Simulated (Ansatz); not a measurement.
# SiO2 (Stishovite): the gap under strain at three levels, part 2 of 2

Aim: how the gap of SiO2 (Stishovite) follows strain, by a semilocal functional, a hybrid and G0W0.

Ansatz 0.2.0; a semilocal functional, HSE06 and G0W0, plane waves, PAW. Known limits of the many-body steps: not at the basis limit; coarse k mesh.

So far. Step 15 (Biaxial in xy +4.0 %: G0W0): The gap on the mesh goes from 4.66 eV to 7.30 eV, a correction of +2.64 eV. Between the two edge states, bare exchange in place of the xc potential would open the gap by 11.63 eV, and correlation takes back 8.99 eV. Step 16 (Biaxial in xy +4.0 %: HSE06): The gap stands +2.03 eV against PBE.

### 17. Uniaxial along x +2.0 %: PBE

This step: DFT, PBE, plane waves, PAW; PAW set soft_1.

The cell differs from the one that the last finished run ended in (a 4.344 → 4.261 Å, b 4.344 → 4.177 Å).

The input, input.yaml:

```yaml
crystal:
  lattice:
    - [4.260846, 0.0, 0.0]
    - [0.0, 4.1773, 0.0]
    - [0.0, 0.0, 2.6652]
  atoms:
    - { symbol: Si, position: [0.0, 0.0, 0.0] }
    - { symbol: Si, position: [0.5, 0.5, 0.5] }
    - { symbol: O, position: [0.3105936155, 0.3023795066, 0.0] }
    - { symbol: O, position: [0.1894063845, 0.8023795066, 0.5] }
    - { symbol: O, position: [0.6894063845, 0.6976204934, 0.0] }
    - { symbol: O, position: [0.8105936155, 0.1976204934, 0.5] }
kpoints:
  mp_grid: { grid: [6, 6, 8] }
  band_path:
    path:
      - [0.0, 0.0, 0.0]
      - [0.0, 0.5, 0.0]
      - [0.5, 0.5, 0.0]
      - [0.0, 0.0, 0.5]
      - [0.0, 0.5, 0.5]
      - [0.5, 0.5, 0.5]
    npoints: 1
hamiltonian:
  xc: pbe
  pseudopotentials: { kind: paw, azcp: { folder: soft_1 } }
scf:
  occupations: { method: fermi_dirac, width: 0.02 }
  n_extra_bands: 6
output:
  eigenvalues: true
```

Launch:

```
$ ansatz run input.yaml --threads 3 --pin off --max-ram 92160MiB --backend cuda --events-out ev --progress --plain --runs-dir out --devices 1 --max-vram 13GiB
```

Wall time 6 s (1 × NVIDIA H100 80GB HBM3 (shared by 6 runs) with 3 threads of AMD EPYC 7R13 (Zen 3), shared host); peak memory 0.87 GiB.

This step gave:

```
gap                  : 5.362 eV
valence top at       : Γ
conduction bottom at : Γ
least direct gap     : 5.362 eV
```

The gap is direct, at Γ.

### 18. Uniaxial along x +2.0 %: G0W0

This step: G0W0 on PBE, plane waves, PAW; PAW set soft_1.

input.yaml, the sections that differ from step 17:

```yaml
kpoints:
  mp_grid: { grid: [4, 4, 6] }
scf:
  occupations: { method: fixed }
gw:
  n_empty_bands: 174
  ecut_chi: 140
  qp_bands: [v2, c2]
  qp_kpoints: band_edges
  screening: { model: contour_deformation }
# crystal, hamiltonian: as in step 17
# output: removed
```

Elapsed: 40 s, on 1 × NVIDIA H100 80GB HBM3 (shared by 6 runs) with 3 threads; peak memory 1.3 GiB; 71 s of CPU time.

This step gave:

| Property | Result |
| --- | --- |
| bands summed | 190 |
| RPA ε∞ on this mesh (eigenvalues) | 3.239, 3.275, 3.401 |
| plane waves in the screening matrix | 181 |
| G0W0 gap on the mesh | 8.154 eV |
| k of the valence top | 0, 0, 0 |
| k of the conduction bottom | 0, 0, 0 |
| starting gap on the mesh | 5.362 eV |
| least direct G0W0 gap on the computed points | 8.154 eV |

The gap on the mesh goes from 5.36 eV to 8.15 eV, a correction of +2.79 eV. Between the two edge states, bare exchange in place of the xc potential would open the gap by 11.90 eV, and correlation takes back 9.10 eV.

### 19. Uniaxial along x +2.0 %: HSE06

This step: DFT, HSE06, plane waves, PAW; PAW set soft_1.

input.yaml: that of step 18 with these lines changed.

```diff
@@ -14,4 +14,13 @@
   mp_grid: { grid: [4, 4, 6] }
+  band_path:
+    path:
+      - [0.0, 0.0, 0.0]
+      - [0.0, 0.5, 0.0]
+      - [0.5, 0.5, 0.0]
+      - [0.0, 0.0, 0.5]
+      - [0.0, 0.5, 0.5]
+      - [0.5, 0.5, 0.5]
+    npoints: 1
 hamiltonian:
-  xc: pbe
+  xc: hse06
   pseudopotentials: { kind: paw, azcp: { folder: soft_1 } }
@@ -19,7 +28,4 @@
   occupations: { method: fixed }
-gw:
-  n_empty_bands: 174
-  ecut_chi: 140
-  qp_bands: [v2, c2]
-  qp_kpoints: band_edges
-  screening: { model: contour_deformation }
+  n_extra_bands: 6
+output:
+  eigenvalues: true
```

The job ended after 28 s (1 × NVIDIA H100 80GB HBM3 (shared by 6 runs) with 3 threads; peak memory 1.4 GiB).

Numbers from this step:

```yaml
gap: 7.451 eV
valence_top_at: Γ
conduction_bottom_at: Γ
least_direct_gap: 7.451 eV
```

The gap stands +2.09 eV against PBE.

### 20. Gaps under strain

Gaps in eV; G0W0 is the start's gap plus the shift on one mesh and one count of bands for all cells.

```
                 strain   PBE  G0W0@PBE  HSE06  change, PBE  change, G0W0@PBE  change, HSE06
             unstrained  5.63      8.47   7.74            -                 -              -
     hydrostatic -2.0 %  6.67      9.60   8.85       +1.048            +1.130         +1.115
     hydrostatic +1.5 %  4.91      7.61   6.96       −0.721            −0.855         −0.771
uniaxial along z -2.0 %  6.05      8.97   8.19       +0.424            +0.502         +0.450
   biaxial in xy +4.0 %  4.66      7.30   6.69       −0.970            −1.170         −1.050
uniaxial along x +2.0 %  5.36      8.15   7.45       −0.264            −0.313         −0.285
```

### 21. Outcome

```json
{
  "unstrained": "PBE 5.63, G0W0@PBE 8.47, HSE06 7.74 eV",
  "hydrostatic -2.0 %": "PBE 6.67, G0W0@PBE 9.60, HSE06 8.85 eV",
  "hydrostatic +1.5 %": "PBE 4.91, G0W0@PBE 7.61, HSE06 6.96 eV",
  "uniaxial along z -2.0 %": "PBE 6.05, G0W0@PBE 8.97, HSE06 8.19 eV",
  "biaxial in xy +4.0 %": "PBE 4.66, G0W0@PBE 7.30, HSE06 6.69 eV",
  "uniaxial along x +2.0 %": "PBE 5.36, G0W0@PBE 8.15, HSE06 7.45 eV"
}
```

In words: Hydrostatic -2.0 %: the G0W0@PBE gap changes by +1.13 eV. Hydrostatic +1.5 %: the G0W0@PBE gap changes by −0.86 eV. Uniaxial along z -2.0 %: the G0W0@PBE gap changes by +0.50 eV. Biaxial in xy +4.0 %: the G0W0@PBE gap changes by −1.17 eV. The slope for hydrostatic strain is −0.567 eV for each per cent, between hydrostatic -2.0 % and hydrostatic +1.5 %. The slope for uniaxial z strain is −0.251 eV for each per cent, between uniaxial along z -2.0 % and unstrained. The slope for biaxial xy strain is −0.293 eV for each per cent, between unstrained and biaxial in xy +4.0 %. The slope for uniaxial x strain is −0.157 eV for each per cent, between unstrained and uniaxial along x +2.0 %. PBE misses the unstrained G0W0@PBE gap by −2.84 eV but its changes by 0.200 eV at most. HSE06 misses the unstrained G0W0@PBE gap by −0.73 eV but its changes by 0.121 eV at most. Levels are read on the mesh, at the zone's corners and at the band edges found on the unstrained path, so a valley that moves off them is missed. The count of screening plane waves jumps between cells, which leaves noise of a few hundredths of an eV in G0W0. The 4×4×6 mesh is coarse for this cell (its supercell is 16 Å along the shortest edge). The RPA ε∞ on it, from the PBE start, is 3.23 and 3.39; such meshes misread the long-range screening, most where the gap is narrow.

[Paths, hosts, dates, memory and timing lines, banners, echoed tables and standing remarks are left out of the program output.]

[Logs are printed without paths, hosts, clocks, repeated set-up lines and the standing remarks that a program may print on its own settings, such as how far it seeks lower states.]

[Runs of the session that timed out or met a known fault of the program may be left out.]

[Cells called generated may have been cut or substituted from an entry of the Crystallography Open Database or the Materials Project.]

[Hosts, paths, dates, database ids (printed as entryN), source tags and the programs' standing remarks are cut or masked in the printed files.]
